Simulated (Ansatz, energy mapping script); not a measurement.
# GdN in the rock-salt structure: energy mapping under LDA+U (7.8 eV), part 2 of 2

Wanted: the magnetic order of GdN in the rock-salt structure, its couplings and an estimate of its ordering temperature, by LDA+U (7.8 eV).

LDA with U = 7.8 eV on Gd f, ortho-atomic projectors; plane waves, U on orthogonalised atomic orbitals unless named otherwise, collinear spin, no spin–orbit coupling.

So far. Step 8 (Order 5: parallel, cell C of 6 atoms): The run ends ferromagnetic. For each magnetic atom its energy differs from the parallel run of the first cell by -0.24 meV, an error that one common reference would have brought in. Step 9 (Uncompensated ++− start in cell C (6 atoms)): The run ends ferrimagnetic, 8.09 meV a magnetic atom above the parallel order of its cell.

## (10) Run 7 (parallel; cell D, 6 atoms)

This run holds the same structure in another cell (b 5.007 → 3.540 Å, c 6.132 → 7.916 Å, α 114.1 → 102.9°, β 106.8 → 102.9°).

Input file input.yaml:

```yaml
crystal:
  lattice:
    - [0.0, 2.503250978, 2.503250978]
    - [0.0, 2.503250978, -2.503250978]
    - [-7.509752934, -2.503250978, 0.0]
  atoms:
    - { symbol: Gd, position: [0.0, 0.0, 0.0], spin: 7.0 }
    - { symbol: Gd, position: [0.333333333, 0.333333333, 0.666666667], spin: 7.0 }
    - { symbol: Gd, position: [0.666666667, 0.666666667, 0.333333333], spin: 7.0 }
    - { symbol: "N", position: [0.833333333, 0.833333333, 0.666666667] }
    - { symbol: "N", position: [0.166666667, 0.166666667, 0.333333333] }
    - { symbol: "N", position: [0.5, 0.5, 0.0] }
magnetization:
  spin_polarized: true
kpoints:
  mp_grid: { grid: [11, 11, 11] }
hamiltonian:
  xc: lda
  hubbard:
    sites:
      - { species: Gd, l: f, u_eff: 7.8 }
      - { site: 0, l: f, u_eff: 7.8, starting_ns: [{ spin: up, occupation_matrix: gd1_major }, { spin: down, occupation_matrix: gd1_minor }] }
      - { site: 1, l: f, u_eff: 7.8, starting_ns: [{ spin: up, occupation_matrix: gd1_major }, { spin: down, occupation_matrix: gd1_minor }] }
      - { site: 2, l: f, u_eff: 7.8, starting_ns: [{ spin: up, occupation_matrix: gd1_major }, { spin: down, occupation_matrix: gd1_minor }] }
    projectors: ortho-atomic
    occupation_matrices:
      gd1_major:
        matrix:
          - [0.998, 0.0, 0.0, 0.0, 0.0, 0.0, 0.0]
          - [0.0, 0.999, 0.0, 0.0, 0.0, 0.0, 0.0]
          - [0.0, 0.0, 0.999, 0.0, 0.0, 0.0, 0.0]
          - [0.0, 0.0, 0.0, 0.999, 0.0, 0.0, 0.0]
          - [0.0, 0.0, 0.0, 0.0, 0.999, 0.0, 0.0]
          - [0.0, 0.0, 0.0, 0.0, 0.0, 0.999, 0.0]
          - [0.0, 0.0, 0.0, 0.0, 0.0, 0.0, 0.999]
      gd1_minor:
        matrix:
          - [0.009, 0.0, 0.0, 0.0, 0.0, 0.0, 0.0]
          - [0.0, 0.005, 0.0, 0.0, 0.0, -0.003, 0.0]
          - [0.0, 0.0, 0.005, 0.0, 0.0, 0.0, 0.003]
          - [0.0, 0.0, 0.0, 0.003, 0.0, 0.0, 0.0]
          - [0.0, 0.0, 0.0, 0.0, 0.001, 0.0, 0.0]
          - [0.0, -0.003, 0.0, 0.0, 0.0, 0.007, 0.0]
          - [0.0, 0.0, 0.003, 0.0, 0.0, 0.0, 0.007]
scf:
  occupations: { method: fermi_dirac, width: 0.03 }
output:
  eigenvalues: true
```

On the command line:

```sh
> ansatz run input.yaml --threads 4 --pin off --max-ram 8192MiB --backend cpu --events-out ev --progress --plain --runs-dir out
```

Wall time 85 s (4 threads of Arm Neoverse N1, shared host); peak memory 1.9 GiB; 5.3 min of CPU time.

The run ends ferromagnetic. For each magnetic atom its energy differs from the parallel run of the first cell by -0.27 meV, an error that one common reference would have brought in.

## (11) Run 8 (uncompensated ++−; cell D, 6 atoms)

This order reverses 5.33 of the 12 neighbours at 3.54 Å, 1.33 of the 6 neighbours at 5.01 Å and 16 of the 24 neighbours at 6.13 Å, counted for an average magnetic atom.

input.yaml: that of step 10 with these lines changed.

```diff
@@ -8,3 +8,3 @@
     - { symbol: Gd, position: [0.333333333, 0.333333333, 0.666666667], spin: 7.0 }
-    - { symbol: Gd, position: [0.666666667, 0.666666667, 0.333333333], spin: 7.0 }
+    - { symbol: Gd, position: [0.666666667, 0.666666667, 0.333333333], spin: -7.0 }
     - { symbol: "N", position: [0.833333333, 0.833333333, 0.666666667] }
@@ -23,3 +23,3 @@
       - { site: 1, l: f, u_eff: 7.8, starting_ns: [{ spin: up, occupation_matrix: gd1_major }, { spin: down, occupation_matrix: gd1_minor }] }
-      - { site: 2, l: f, u_eff: 7.8, starting_ns: [{ spin: up, occupation_matrix: gd1_major }, { spin: down, occupation_matrix: gd1_minor }] }
+      - { site: 2, l: f, u_eff: 7.8, starting_ns: [{ spin: up, occupation_matrix: gd1_minor }, { spin: down, occupation_matrix: gd1_major }] }
     projectors: ortho-atomic
```

Run time: 78 s. Hardware: 4 threads; peak memory 1.9 GiB.

The run ends ferrimagnetic, 6.70 meV a magnetic atom above the parallel order of its cell.

## (12) Order 9: parallel, cell E of 6 atoms

This run holds the same structure in another cell (c 7.916 → 8.672 Å, α 102.9 → 90.0°, β 102.9 → 90.0°, γ 90.0 → 120.0°).

input.yaml: that of step 11 with these lines changed.

```diff
@@ -3,11 +3,11 @@
     - [0.0, 2.503250978, 2.503250978]
-    - [0.0, 2.503250978, -2.503250978]
-    - [-7.509752934, -2.503250978, 0.0]
+    - [-2.503250978, 0.0, -2.503250978]
+    - [-5.006501956, -5.006501956, 5.006501956]
   atoms:
     - { symbol: Gd, position: [0.0, 0.0, 0.0], spin: 7.0 }
-    - { symbol: Gd, position: [0.333333333, 0.333333333, 0.666666667], spin: 7.0 }
-    - { symbol: Gd, position: [0.666666667, 0.666666667, 0.333333333], spin: -7.0 }
-    - { symbol: "N", position: [0.833333333, 0.833333333, 0.666666667] }
-    - { symbol: "N", position: [0.166666667, 0.166666667, 0.333333333] }
-    - { symbol: "N", position: [0.5, 0.5, 0.0] }
+    - { symbol: Gd, position: [0.333333333, 0.666666667, 0.666666667], spin: 7.0 }
+    - { symbol: Gd, position: [0.666666667, 0.333333333, 0.333333333], spin: 7.0 }
+    - { symbol: "N", position: [0.666666667, 0.333333333, 0.833333333] }
+    - { symbol: "N", position: [0.0, 0.0, 0.5] }
+    - { symbol: "N", position: [0.333333333, 0.666666667, 0.166666667] }
 magnetization:
@@ -15,3 +15,3 @@
 kpoints:
-  mp_grid: { grid: [11, 11, 11] }
+  mp_grid: { grid: [12, 12, 4] }
 hamiltonian:
@@ -23,3 +23,3 @@
       - { site: 1, l: f, u_eff: 7.8, starting_ns: [{ spin: up, occupation_matrix: gd1_major }, { spin: down, occupation_matrix: gd1_minor }] }
-      - { site: 2, l: f, u_eff: 7.8, starting_ns: [{ spin: up, occupation_matrix: gd1_minor }, { spin: down, occupation_matrix: gd1_major }] }
+      - { site: 2, l: f, u_eff: 7.8, starting_ns: [{ spin: up, occupation_matrix: gd1_major }, { spin: down, occupation_matrix: gd1_minor }] }
     projectors: ortho-atomic
```

The job ended after 51 s (4 threads; peak memory 1.5 GiB).

The run ends ferromagnetic. For each magnetic atom its energy differs from the parallel run of the first cell by 0.06 meV, an error that one common reference would have brought in.

## (13) Order 10: uncompensated ++−, cell E of 6 atoms

This order reverses 4 of the 12 neighbours at 3.54 Å, 4 of the 6 neighbours at 5.01 Å and 12 of the 24 neighbours at 6.13 Å, counted for an average magnetic atom.

input.yaml: that of step 12 with these lines changed.

```diff
@@ -8,3 +8,3 @@
     - { symbol: Gd, position: [0.333333333, 0.666666667, 0.666666667], spin: 7.0 }
-    - { symbol: Gd, position: [0.666666667, 0.333333333, 0.333333333], spin: 7.0 }
+    - { symbol: Gd, position: [0.666666667, 0.333333333, 0.333333333], spin: -7.0 }
     - { symbol: "N", position: [0.666666667, 0.333333333, 0.833333333] }
@@ -23,3 +23,3 @@
       - { site: 1, l: f, u_eff: 7.8, starting_ns: [{ spin: up, occupation_matrix: gd1_major }, { spin: down, occupation_matrix: gd1_minor }] }
-      - { site: 2, l: f, u_eff: 7.8, starting_ns: [{ spin: up, occupation_matrix: gd1_major }, { spin: down, occupation_matrix: gd1_minor }] }
+      - { site: 2, l: f, u_eff: 7.8, starting_ns: [{ spin: up, occupation_matrix: gd1_minor }, { spin: down, occupation_matrix: gd1_major }] }
     projectors: ortho-atomic
```

It took 55 s on 4 threads; peak memory 1.6 GiB; 3.5 min of CPU time.

The run ends ferrimagnetic, 5.28 meV a magnetic atom above the parallel order of its cell.

## (14) Mapping onto a Heisenberg model

Each energy difference is a sum of couplings weighted by the pairs that the order reverses. A few near shells are fitted to the differences by least squares. Energies are those extrapolated to zero occupation width, not the free energies F.

The orders that converged (zero: parallel moments in the same cell):

| order | atoms | energy (meV a magnetic atom) | moments (μB) | moments kept as typed | opposed neighbours at 3.54, 5.01, 6.13 Å |
| --- | --- | --- | --- | --- | --- |
| parallel in cell A | 4 | 0.00 | 6.94 | yes | 0, 0, 0 |
| compensated +− in cell A | 4 | 7.43 | 6.93 | yes | 6, 6, 12 |
| parallel in cell B | 4 | 0.00 | 6.94 | yes | 0, 0, 0 |
| compensated +− in cell B | 4 | 10.25 | 6.92 | yes | 8, 0, 16 |
| parallel in cell C | 6 | 0.00 | 6.94 | yes | 0, 0, 0 |
| uncompensated ++− in cell C | 6 | 8.09 | 6.92 to 6.93 | yes | 6.67, 2.67, 8 |
| parallel in cell D | 6 | 0.00 | 6.94 | yes | 0, 0, 0 |
| uncompensated ++− in cell D | 6 | 6.70 | 6.92 to 6.93 | yes | 5.33, 1.33, 16 |
| parallel in cell E | 6 | 0.00 | 6.94 | yes | 0, 0, 0 |
| uncompensated ++− in cell E | 6 | 5.28 | 6.93 | yes | 4, 4, 12 |

Couplings from the energies, with E = −Σ J e·e over ordered pairs:

| pair | distance (Å) | neighbours | J (meV) |
| --- | --- | --- | --- |
| Gd–Gd | 3.54 | 12 | 0.598 |
| Gd–Gd | 5.01 | 6 | -0.00829 |
| Gd–Gd | 6.13 | 24 | 0.0190 |
| Gd–Gd | 7.08 | 12 | -0.0110 |

These orders cannot tell some unfitted shells from fitted ones: the value at 3.54 Å holds J(3.54) + 4 J(9.37); other unfitted shells add to the values wholly or in part.

Adding the shell at 7.92 Å gives 0.58, -0.021, 0.016, -0.0068 and 0.016 meV and a mean-field temperature of 57.9 K, an exact solve that tests nothing.

In mean field these couplings order at 57.6 K, at q = 0 (the pattern repeats with the chemical cell).

## (15) Monte Carlo

Mean field ignores fluctuations and overstates the ordering temperature, so the model is also sampled. The heat capacity peaks where order sets in.

Classical unit spins with these couplings on 8×8×8 copies of a cell that holds the lowest order (512 spins), heat-bath sweeps, cooled from random directions, 831 sweeps to settle and 2493 measured at each temperature, averaged over 4 runs.

| T (K) | order along the lowest pattern | net moment | heat capacity (k_B a spin) |
| --- | --- | --- | --- |
| 6.92 | 0.95 | 0.95 | 1.06 |
| 11.8 | 0.91 | 0.91 | 1.12 |
| 19.2 | 0.85 | 0.85 | 1.13 |
| 24.1 | 0.80 | 0.80 | 1.33 |
| 29.0 | 0.74 | 0.74 | 1.42 |
| 36.4 | 0.64 | 0.64 | 1.66 |
| 41.3 | 0.53 | 0.53 | 1.98 |
| 43.8 | 0.46 | 0.46 | 2.08 |
| 46.2 | 0.36 | 0.36 | 2.17 |
| 51.1 | 0.19 | 0.19 | 0.92 |
| 58.5 | 0.11 | 0.11 | 0.35 |
| 63.4 | 0.09 | 0.09 | 0.26 |

The smoothed heat capacity peaks at 43.8 K.

## (16) Outcome

| Quantity | Value |
| --- | --- |
| lowest order tried | parallel |
| largest fitted value (a combination of shells), Gd–Gd at 3.54 Å | 0.598 meV |
| ordering temperature, mean field | 57.6 K |
| heat-capacity peak, Monte Carlo | 43.8 K |

**Reading.** Of the orders tried, GdN in the rock-salt structure prefers parallel moments under LDA+U (7.8 eV), and the heat capacity of the fitted model peaks near 44 K (Monte Carlo, classical spins). The largest fitted value is 0.60 meV, at 3.54 Å. It is a combination of shells that these orders cannot split, so neither its size nor its sign can be laid on that pair alone. The orders also reverse pairs at 7.92 Å, which are not fitted, so the fitted values hold their part too. With 5 differences for 4 couplings the fit misses by 0.19 meV at most, a small part of the spread. In the fitted orders moments change by up to 0.19 % against the parallel run of the same cell, so their size stays put. Every order is gapless on its mesh at this level. In a metal exchange reaches farther, and a short model of fixed moments is less apt; where the compound is in fact an insulator, these couplings come from a wrongly metallic state. Monte Carlo puts the peak at 0.76 of the mean-field temperature, since mean field leaves out fluctuations. In tests on simple cubic and body-centred models such peaks lay 5 to 6 % under the bulk value. The parallel order holds 7 μB a magnetic atom, spin 3.5; the common factor (S+1)/S would raise the classical 43.8 K to 56.3 K, a correction that often overshoots. The cell was built from a prototype and relaxed; a distortion that needs a larger cell, or another structure that the compound may prefer, is not captured.

[Logs and program files are shortened in this print: banners, set-up blocks, solver, clock and traceback lines can be left out without a mark of their own.]

[Logs are printed without paths, hosts, clocks, repeated set-up lines and the standing remarks that a program may print on its own settings, such as how far it seeks lower states.]

[Hosts, paths, dates, database ids (printed as entryN), source tags and the programs' standing remarks are cut or masked in the printed files.]

[Where a cell is said to come from a database of computed structures, the database is the Materials Project.]
